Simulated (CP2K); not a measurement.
Two runs for the Si L₂,₃ edge of 2-silylthiophene. Run A: CP2K XAS_TDP, all-electron GAPW, PBEh(45%), aug-pc-1, TDA, ZORA, spin–orbit coupling. Run B differs in one setting.

First lines with a strength over 0.0003. A:

```tsv
atom	energy (eV)	states	strength, one atom
Si1 (bonded to C and 3 H)	100.89	2	0.0019
	100.94	1	0.0032
	101.26	1	0.0024
	101.33	1	0.0027
	101.41	1	0.0006
```

B:

```tsv
atom	energy (eV)	states	strength, one atom
Si1 (bonded to C and 3 H)	92.44	4	0.0007
	92.46	1	0.0007
	93.03	3	0.0004
	93.04	1	0.0004
	93.61	2	0.0007
```

Q: Which was it: GW2X switched on, the basis, the functional?

The functional (functional from PBEh(45%) to PBE; the lines alone don't name the new value). A functional moves all lines by electronvolts and changes their spacings and strengths. The lowest line over the strength cut lies at 92.44 eV, against 100.89 eV (PBEh(45%), aug-pc-1).

[Banner, clock and machine lines of the logs are left out without a mark of their own.]

[Logs are printed without paths, hosts, clocks, repeated set-up lines and the standing remarks that a program may print on its own settings, such as how far it seeks lower states.]

[Hosts, paths, dates, database ids (printed as entryN), source tags and the programs' standing remarks are cut or masked in the printed files.]
